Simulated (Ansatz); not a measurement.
**Rh wire along [100], 21 atoms a period: bands along the axis**

What gap, if any, does the Rh wire along [100], 21 atoms a period have, and how many channels would it open?

Program: Ansatz 0.2.0. Level of theory: DFT PBE, plane waves, PAW; relaxation of a wire's period; PAW set soft_1, in the first sound run; inputs show where later runs differ. Results are calculated unless marked as measured.

## (1) The structure

The cell holds 21 atoms: 21 Rh. Its edges and angles: a = 14.460 Å, b = 14.460 Å, c = 3.830 Å, α = 90.0°, β = 90.0°, γ = 90.0°. Vacuum lies along a and b. The structure's axis is c.

## (2) The relaxed wire

Band widths follow the bond lengths, so the wire is relaxed first. The atoms and the third cell vector are free; the box across stays fixed as vacuum. A Fermi-Dirac smearing is set since the result may be a metal. The pressure printed is a third of the stress's trace over the whole box, vacuum included; only the stress along the axis is relaxed.

The input, input.yaml:

```yaml
crystal:
  lattice:
    - [14.46, 0.0, 0.0]
    - [0.0, 14.46, 0.0]
    - [0.0, 0.0, 3.83]
  atoms:
    - { symbol: Rh, position: [0.235131397, 0.5, 0.0] }
    - { symbol: Rh, position: [0.367565698, 0.367565698, 0.0] }
    - { symbol: Rh, position: [0.367565698, 0.632434302, 0.0] }
    - { symbol: Rh, position: [0.5, 0.235131397, 0.0] }
    - { symbol: Rh, position: [0.5, 0.5, 0.0] }
    - { symbol: Rh, position: [0.5, 0.764868603, 0.0] }
    - { symbol: Rh, position: [0.632434302, 0.367565698, 0.0] }
    - { symbol: Rh, position: [0.632434302, 0.632434302, 0.0] }
    - { symbol: Rh, position: [0.764868603, 0.5, 0.0] }
    - { symbol: Rh, position: [0.235131397, 0.367565698, 0.5] }
    - { symbol: Rh, position: [0.235131397, 0.632434302, 0.5] }
    - { symbol: Rh, position: [0.367565698, 0.235131397, 0.5] }
    - { symbol: Rh, position: [0.367565698, 0.5, 0.5] }
    - { symbol: Rh, position: [0.367565698, 0.764868603, 0.5] }
    - { symbol: Rh, position: [0.5, 0.367565698, 0.5] }
    - { symbol: Rh, position: [0.5, 0.632434302, 0.5] }
    - { symbol: Rh, position: [0.632434302, 0.235131397, 0.5] }
    - { symbol: Rh, position: [0.632434302, 0.5, 0.5] }
    - { symbol: Rh, position: [0.632434302, 0.764868603, 0.5] }
    - { symbol: Rh, position: [0.764868603, 0.367565698, 0.5] }
    - { symbol: Rh, position: [0.764868603, 0.632434302, 0.5] }
kpoints:
  mp_grid: { grid: [1, 1, 21] }
scf:
  occupations: { method: fermi_dirac, width: 0.05 }
hamiltonian:
  xc: pbe
  pseudopotentials: { kind: paw, azcp: { folder: soft_1 } }
relax:
  cell: { fix: [a, b, alpha, beta, gamma] }
  max_steps: 45
  f_tol: 0.03
```

Run with:

```bash
ansatz run input.yaml --threads 4 --pin off --max-ram 16384MiB --backend cpu --events-out ev --progress --plain --runs-dir out
```

Numbers of over 12 decimals in the logs are rounded to 6 here.

Output:

```text
Engine: ansatz 0.2.0, x86_64-unknown-linux-gnu
Pseudopotentials: kind: paw
Pseudopotential: Rh, paw, valence charge 17, recommended cutoff 420 eV (normal), soft_1/Rh.paw.azcp
Functional definition: PBE
  parameter kappa = 0.804
  parameter beta = 0.066725
  exchange = pbe_x(kappa = kappa, mu = beta*pi^2/3)
  correlation = pbe_c(beta = beta)
Crystal: 21 atoms, lattice volume = 800.821 Å³
Basis set: ecut = 420 eV, 15665 PW (Γ), exchange–correlation on 200×200×54 points (8 copies of the dense FFT grid, shifted against one another)
Bands: 215, of which v1, the nominal top of the filled ones, is band 179 counted from 1 (178 counted from 0)
Symmetry: 16 space group operations
Space group: P4/mmm (ITA 123), of the structure as read, at distance tolerance 9.3e-5 Å
k-points: 11 of 21
Non-local potential: Rh, projectors of the file, l = 0: 3, l = 1: 2, l = 2: 2, l = 3: 1
PAW form: soft (Blöchl's): semilocal exchange-correlation on the pseudo side does not see the compensation charge
PAW one-centre angular grid: Rh, 590 points (default); XC on 64 Gauss nodes
Initial density: superposition of atomic densities (neutral atoms: chi_scale 0, normalization atom)
Initial wavefunctions: pseudopotential atomic-orbital guess
Functional: x = pbe(κ = 0.804, μ = 0.219515), c = pbe(β = 0.066725)
SCF iter   1: F=—  HF=-134450.932950 eV  |F-HF|=—  |Δ(HF+E_count)|=         —  Δρ=5.39e-2  dr2=4.06e1  ethr=3.10e-3  ⟨swp⟩=7.2  Hψ=8645  notcnv=0  defer=61
preconditioner: auto → LDOS  [metal: Δε(μ)=0.011 eV  Ē_g=4.762 eV  σ=0.050 eV  W_gap=0.05  n_scr=186 (ndim 8)  ℏωp=18.0 eV  f_vac=0.506  D(μ)=41.26/eV (n_scr^D=366)  β→1.0]
SCF iter   2: F=—  HF=-134457.585249 eV  |F-HF|=—  |Δ(HF+E_count)|=    6.65e0  Δρ=7.29e-2  dr2=5.70e1  ethr=3.10e-3  ⟨swp⟩=3.3  Hψ=6279  notcnv=0  defer=127
SCF iter   3: F=—  HF=-134442.158848 eV  |F-HF|=—  |Δ(HF+E_count)|=    1.54e1  Δρ=1.73e-2  dr2=2.30e0  ethr=3.10e-3  ⟨swp⟩=2.7  Hψ=5194  notcnv=0  defer=128
SCF iter   4: F=—  HF=-134441.504898 eV  |F-HF|=—  |Δ(HF+E_count)|=   6.54e-1  Δρ=3.25e-3  dr2=1.77e-1  ethr=6.43e-4  ⟨swp⟩=2.4  Hψ=4633  notcnv=0  defer=128
SCF iter   5: F=—  HF=-134441.485001 eV  |F-HF|=—  |Δ(HF+E_count)|=   1.99e-2  Δρ=1.37e-3  dr2=3.02e-2  ethr=4.95e-5  ⟨swp⟩=3.0  Hψ=4260  notcnv=0  defer=128
SCF iter   6: F=—  HF=-134441.481164 eV  |F-HF|=—  |Δ(HF+E_count)|=   3.84e-3  Δρ=4.95e-4  dr2=3.73e-3  ethr=8.46e-6  ⟨swp⟩=2.5  Hψ=4111  notcnv=0  defer=128
SCF iter   7: F=—  HF=-134441.480679 eV  |F-HF|=—  |Δ(HF+E_count)|=   4.86e-4  Δρ=1.71e-4  dr2=4.72e-4  ethr=1.05e-6  ⟨swp⟩=2.1  Hψ=3289  notcnv=0  defer=128
SCF iter   8: F=—  HF=-134441.480698 eV  |F-HF|=—  |Δ(HF+E_count)|=   1.91e-5  Δρ=6.96e-5  dr2=7.78e-5  ethr=1.32e-7  ⟨swp⟩=2.0  Hψ=3266  notcnv=0  defer=128
SCF iter   9: F=—  HF=-134441.477751 eV  |F-HF|=—  |Δ(HF+E_count)|=   2.95e-3  Δρ=2.69e-5  dr2=1.04e-5  ethr=2.18e-8  ⟨swp⟩=2.0  Hψ=3380  notcnv=0  defer=128
SCF iter  10: F=—  HF=-134441.477750 eV  |F-HF|=—  |Δ(HF+E_count)|=   5.50e-7  Δρ=6.64e-6  dr2=4.36e-7  ethr=2.92e-9  ⟨swp⟩=2.2  Hψ=3302  notcnv=0  defer=128
SCF iter  11: F=-134441.477750 eV  HF=-134441.477750 eV  |F-HF|=3.07e-8  |Δ(HF+E_count)|=   9.00e-8  Δρ=2.31e-6  dr2=5.49e-8  ethr=2.80e-11  ⟨swp⟩=5.0  Hψ=8400  notcnv=0
SCF 1 converged in 11 iterations: F = -134441.477750 eV  dr2 = 5.49e-8
  greatest PAW one-centre occupation: 1.000 electrons in one spin orbital (limit 2), on the Rh atom at site 15 (counted from 0), in its partial waves of l = 0
relax step   1: F+E_penalty+E_count = -134441.47775020 eV  Δ(F+E_penalty+E_count) = +0.000e0 eV  max|allowed force component| = 1.102e0 eV/Å  Δτ_max = 0.0000 Å  P = -4.724 GPa  Ω = 800.821 Å³  fix = [a, b, alpha, beta, gamma]  reactions: a -4.320, b -4.320 GPa  (11 SCF iters, dr2 threshold 1.00e-7 eV, accepted)
Crystal: 21 atoms, lattice volume = 768.270 Å³
Basis set: ecut = 420 eV, 14953 PW (Γ), exchange–correlation on 200×200×54 points (8 copies of the dense FFT grid, shifted against one another)
Initial density: handed on by an earlier stage of this run
Initial wavefunctions: those handed on with the density
SCF iter   1: F=—  HF=-134442.720780 eV  |F-HF|=—  |Δ(HF+E_count)|=         —  Δρ=2.49e-2  dr2=1.29e1  ethr=3.10e-3  ⟨swp⟩=6.0  Hψ=8121  notcnv=0  defer=70
preconditioner: auto → LDOS  [metal: Δε(μ)=0.017 eV  Ē_g=5.096 eV  σ=0.050 eV  W_gap=0.09  n_scr=186 (ndim 8)  ℏωp=18.4 eV  f_vac=0.540  D(μ)=32.68/eV (n_scr^D=290)  β→1.0]
SCF iter   2: F=—  HF=-134442.324925 eV  |F-HF|=—  |Δ(HF+E_count)|=   3.96e-1  Δρ=1.12e-2  dr2=8.44e-1  ethr=3.10e-3  ⟨swp⟩=2.0  Hψ=3312  notcnv=0  defer=131
SCF iter   3: F=—  HF=-134442.217995 eV  |F-HF|=—  |Δ(HF+E_count)|=   1.07e-1  Δρ=5.65e-3  dr2=3.97e-1  ethr=2.36e-4  ⟨swp⟩=3.0  Hψ=4855  notcnv=0  defer=130
SCF iter   4: F=—  HF=-134442.169486 eV  |F-HF|=—  |Δ(HF+E_count)|=   4.85e-2  Δρ=1.81e-3  dr2=4.22e-2  ethr=1.11e-4  ⟨swp⟩=2.0  Hψ=3632  notcnv=0  defer=128
SCF iter   5: F=—  HF=-134442.165559 eV  |F-HF|=—  |Δ(HF+E_count)|=   3.93e-3  Δρ=4.06e-4  dr2=2.27e-3  ethr=1.18e-5  ⟨swp⟩=2.0  Hψ=3073  notcnv=0  defer=126
SCF iter   6: F=—  HF=-134442.165609 eV  |F-HF|=—  |Δ(HF+E_count)|=   4.98e-5  Δρ=1.26e-4  dr2=1.87e-4  ethr=6.36e-7  ⟨swp⟩=2.2  Hψ=3557  notcnv=0  defer=126
SCF iter   7: F=—  HF=-134442.162641 eV  |F-HF|=—  |Δ(HF+E_count)|=   2.97e-3  Δρ=3.10e-5  dr2=1.22e-5  ethr=5.22e-8  ⟨swp⟩=2.1  Hψ=3199  notcnv=0  defer=126
SCF iter   8: F=-134442.162643 eV  HF=-134442.162644 eV  |F-HF|=1.10e-6  |Δ(HF+E_count)|=   2.89e-6  Δρ=1.18e-5  dr2=1.64e-6  ethr=5.88e-10  ⟨swp⟩=5.0  Hψ=8614  notcnv=0
SCF 2 converged in 8 iterations: F = -134442.162643 eV  dr2 = 1.64e-6
  greatest PAW one-centre occupation: 1.000 electrons in one spin orbital (limit 2), on the Rh atom at site 17 (counted from 0), in its partial waves of l = 0
relax step   2: F+E_penalty+E_count = -134442.16264255 eV  Δ(F+E_penalty+E_count) = -6.849e-1 eV  max|allowed force component| = 1.021e0 eV/Å  Δτ_max = 0.1968 Å  P = +4.406 GPa  Ω = 768.270 Å³  energy of the carried Pulay correction = +7.278e-3 eV  fix = [a, b, alpha, beta, gamma]  reactions: a +4.405, b +4.405 GPa  (8 SCF iters, dr2 threshold 2.10e-6 eV, accepted)
Crystal: 21 atoms, lattice volume = 779.926 Å³
Basis set: ecut = 420 eV, 15273 PW (Γ), exchange–correlation on 200×200×54 points (8 copies of the dense FFT grid, shifted against one another)
iter 1 solved again at ethr=1.16e-3 eV; its pass at ethr=3.10e-3 eV (dr2=4.14e0 eV) is discarded
SCF iter   1: F=—  HF=-134442.889985 eV  |F-HF|=—  |Δ(HF+E_count)|=         —  Δρ=1.33e-2  dr2=4.12e0  ethr=1.16e-3  ⟨swp⟩=2.5  Hψ=10749  notcnv=0
[...]
relax step   4: F+E_penalty+E_count = -134442.76055515 eV  Δ(F+E_penalty+E_count) = -2.965e-2 eV  max|allowed force component| = 5.119e-2 eV/Å  Δτ_max = 0.0135 Å  P = -0.091 GPa  Ω = 776.303 Å³  energy of the carried Pulay correction = +5.454e-3 eV  fix = [a, b, alpha, beta, gamma]  reactions: a -0.065, b -0.065 GPa  (6 SCF iters, dr2 threshold 2.10e-6 eV, accepted)
[...]
relax step   5: F+E_penalty+E_count = -134442.76233031 eV  Δ(F+E_penalty+E_count) = -1.775e-3 eV  max|allowed force component| = 1.340e-2 eV/Å  Δτ_max = 0.0098 Å  P = -0.039 GPa  Ω = 776.054 Å³  energy of the carried Pulay correction = +5.511e-3 eV  fix = [a, b, alpha, beta, gamma]  reactions: a -0.024, b -0.024 GPa  (7 SCF iters, dr2 threshold 1.64e-7 eV, accepted)
[...]
relax step   6: F+E_penalty+E_count = -134442.76282117 eV  Δ(F+E_penalty+E_count) = -4.909e-4 eV  max|allowed force component| = 7.098e-3 eV/Å  Δτ_max = 0.0026 Å  P = -0.001 GPa  Ω = 775.141 Å³  energy of the carried Pulay correction = +5.717e-3 eV  fix = [a, b, alpha, beta, gamma]  reactions: a -0.013, b -0.013 GPa  (7 SCF iters, dr2 threshold 1.17e-8 eV, accepted)
Basis set: ecut = 420 eV, 15177 PW (Γ), exchange–correlation on 200×200×50 points (8 copies of the dense FFT grid, shifted against one another)
Initial wavefunctions: pseudopotential atomic-orbital guess (no wavefunctions were taken with the density)
iter 1 solved again at ethr=2.63e-7 eV; its pass at ethr=3.10e-3 eV (dr2=9.41e-4 eV) is discarded
SCF iter   1: F=—  HF=-134442.758407 eV  |F-HF|=—  |Δ(HF+E_count)|=         —  Δρ=7.91e-5  dr2=8.50e-6  ethr=2.63e-7  ⟨swp⟩=4.8  Hψ=17523  notcnv=0
preconditioner: auto → LDOS  [metal: Δε(μ)=0.019 eV  Ē_g=4.815 eV  σ=0.050 eV  W_gap=0.09  n_scr=186 (ndim 8)  ℏωp=18.3 eV  f_vac=0.527  D(μ)=34.41/eV (n_scr^D=314)  β→1.0]
SCF iter   2: F=—  HF=-134442.755672 eV  |F-HF|=—  |Δ(HF+E_count)|=   2.73e-3  Δρ=3.12e-5  dr2=4.51e-6  ethr=2.38e-9  ⟨swp⟩=3.0  Hψ=4777  notcnv=0
SCF iter   3: F=—  HF=-134442.755671 eV  |F-HF|=—  |Δ(HF+E_count)|=   1.34e-6  Δρ=9.91e-6  dr2=6.60e-7  ethr=1.26e-9  ⟨swp⟩=2.6  Hψ=4336  notcnv=0
SCF iter   4: F=—  HF=-134442.755671 eV  |F-HF|=—  |Δ(HF+E_count)|=   1.26e-7  Δρ=2.26e-6  dr2=3.22e-8  ethr=1.85e-10  ⟨swp⟩=3.4  Hψ=5100  notcnv=0
SCF iter   5: F=—  HF=-134442.755671 eV  |F-HF|=—  |Δ(HF+E_count)|=   1.34e-9  Δρ=5.91e-7  dr2=1.12e-9  ethr=9.01e-12  ⟨swp⟩=2.0  Hψ=3817  notcnv=0
SCF iter   6: F=—  HF=-134442.755671 eV  |F-HF|=—  |Δ(HF+E_count)|=   1.16e-9  Δρ=2.01e-7  dr2=3.26e-10  ethr=1.00e-12  ⟨swp⟩=5.0  Hψ=8682  notcnv=0
SCF iter   7: F=-134442.755671 eV  HF=-134442.755671 eV  |F-HF|=5.82e-11  |Δ(HF+E_count)|=    0.00e0  Δρ=4.62e-8  dr2=2.57e-11  ethr=1.00e-12  ⟨swp⟩=4.2  Hψ=7346  notcnv=0
SCF 7 converged in 7 iterations: F = -134442.755671 eV  dr2 = 2.57e-11
relax step   7: F+E_penalty+E_count = -134442.75567086 eV  Δ(F+E_penalty+E_count) = +7.150e-3 eV  max|allowed force component| = 7.673e-3 eV/Å  Δτ_max = 0.0000 Å  P = +0.009 GPa  Ω = 775.141 Å³  fix = [a, b, alpha, beta, gamma]  reactions: a -0.003, b -0.003 GPa  stress off target by 3.31e-2 GPa on what of the cell is left free  SCF on the basis re-selected at this cell (its energy is not comparable with the rows above)  (7 SCF iters)
basis re-selected at this cell: Δ(F+E_penalty+E_count) = +7.150e-3 eV, ΔP = +0.010 GPa vs the last step (what re-selecting the basis moved, of the pressure what is left beyond the Pulay correction that the steps carried, after the strain that the cell walked since its last selection, with what the two solves' SCF thresholds leave and, on support functions, any second-order correction that the steps lacked; it is no measure of the basis error at this ecutwfc). The dense FFT grid was sized anew with the basis: this SCF ran on 100×100×25 points, the steps before it on 100×100×27, so part of this shift can come from that change (see relax.cell in the input reference). [rest of the remark cut]
SCF converged after 7 iterations
Free energy (F): -134442.755671 eV
Harris-Foulkes:  -134442.755671 eV  (|F-HF|=5.82e-11)
Internal energy: -134442.466630 eV  (E = F + TS)
E sigma→0 (E₀):  -134442.611151 eV
Entropy (-TS):   -0.289041 eV (-13.764 meV/atom)
Fermi energy:    5.470167 eV
--- Per-component energies (eV) ---
  E_band       = -7682.288658
  E_kinetic    = 11267.582088
  E_local      = -237817.708419  (includes V_loc(G=0)·N_el)
  E_nonlocal   = 6295.880678
  E_hartree    = 111969.706708
  E_xc         = -4212.558919
  E_vxc        = -5282.543416  (∫ρ·V_xc dr)
  E_paw        = -75681.823159  (= ΣΔE_a)
  E_vpaw       = -6084.912893  (= ΣTr[D̂ρ^β])
  E_aug_tail   = 0.000886  (compensation charges beyond the density's cutoff)
  E_ewald      = 53736.453507
  E_smearing   = -0.289041  (= −TS)
  E_closure    = -0.000000  (closes the sum)
  Σ components = -134442.755671   (vs F -134442.755671, Δ=0.00e0)
--- Forces (eV/Å), atoms counted from 1 ---
  atom   1  Rh    -0.00767316    -0.00000000    -0.00000000
  atom   2  Rh    -0.00005332    -0.00005332    -0.00000000
  atom   3  Rh    -0.00005332     0.00005332    -0.00000000
  atom   4  Rh     0.00000000    -0.00767316     0.00000000
  atom   5  Rh     0.00000000     0.00000000     0.00000000
  atom   6  Rh    -0.00000000     0.00767316     0.00000000
  atom   7  Rh     0.00005332    -0.00005332    -0.00000000
  atom   8  Rh     0.00005332     0.00005332     0.00000000
  atom   9  Rh     0.00767316    -0.00000000    -0.00000000
  atom  10  Rh    -0.00223534     0.00150782    -0.00000000
  atom  11  Rh    -0.00223534    -0.00150782    -0.00000000
  atom  12  Rh     0.00150782    -0.00223534     0.00000000
  atom  13  Rh     0.00077830    -0.00000000    -0.00000000
  atom  14  Rh     0.00150782     0.00223534    -0.00000000
  atom  15  Rh     0.00000000     0.00077830     0.00000000
  atom  16  Rh     0.00000000    -0.00077830     0.00000000
  atom  17  Rh    -0.00150782    -0.00223534    -0.00000000
  atom  18  Rh    -0.00077830    -0.00000000     0.00000000
  atom  19  Rh    -0.00150782     0.00223534     0.00000000
  atom  20  Rh     0.00223534     0.00150782    -0.00000000
  atom  21  Rh     0.00223534    -0.00150782    -0.00000000
  max |Σ_I F_I| component: 2.03e-26 eV/Å
--- Stress (GPa, compression-positive) ---
       -0.003474       0.000000       0.000000
        0.000000      -0.003474      -0.000000
        0.000000      -0.000000       0.033097
  P = ⅓ Tr σ = 0.0087 GPa (0.087 kbar)
--- Relaxed structure (6 steps of the walk, 6 accepted, 1 SCFs on fresh bases) ---
  F+E_penalty+E_count = -134442.75567086 eV   max|allowed force component| = 7.673e-3 eV/Å   (the final SCF, on the basis selected at the relaxed cell)
  cell:  # Å, volume = 775.1413 Å³
    - [14.46, 0.0, 0.0]
    - [0.0, 14.46, 0.0]
    - [0.0, 0.0, 3.707185]
  atoms:
    - { symbol: Rh, position: [0.239481, 0.500000, 0.0] }
    - { symbol: Rh, position: [0.363342, 0.363342, 0.0] }
    - { symbol: Rh, position: [0.363342, 0.636658, 0.0] }
    - { symbol: Rh, position: [0.500000, 0.239481, 0.0] }
    - { symbol: Rh, position: [0.500000, 0.500000, 0.0] }
    - { symbol: Rh, position: [0.500000, 0.760519, 0.0] }
    - { symbol: Rh, position: [0.636658, 0.363342, 0.0] }
    - { symbol: Rh, position: [0.636658, 0.636658, 0.0] }
    - { symbol: Rh, position: [0.760519, 0.500000, 0.0] }
    - { symbol: Rh, position: [0.240296, 0.371734, 0.5] }
    - { symbol: Rh, position: [0.240296, 0.628266, 0.5] }
    - { symbol: Rh, position: [0.371734, 0.240296, 0.5] }
    - { symbol: Rh, position: [0.369542, 0.500000, 0.5] }
    - { symbol: Rh, position: [0.371734, 0.759704, 0.5] }
    - { symbol: Rh, position: [0.500000, 0.369542, 0.5] }
    - { symbol: Rh, position: [0.500000, 0.630458, 0.5] }
    - { symbol: Rh, position: [0.628266, 0.240296, 0.5] }
    - { symbol: Rh, position: [0.630458, 0.500000, 0.5] }
    - { symbol: Rh, position: [0.628266, 0.759704, 0.5] }
    - { symbol: Rh, position: [0.759704, 0.371734, 0.5] }
    - { symbol: Rh, position: [0.759704, 0.628266, 0.5] }
```

Run time: 12 min. Hardware: 4 threads of AMD EPYC 7571, shared host; peak memory 3.8 GiB; 45 min of CPU time.

(Continued in part 2 of 2.)

[Logs are printed without paths, hosts, clocks, repeated set-up lines and the standing remarks that a program may print on its own settings, such as how far it seeks lower states.]

[Hosts, paths, dates, database ids (printed as entryN), source tags and the programs' standing remarks are cut or masked in the printed files.]
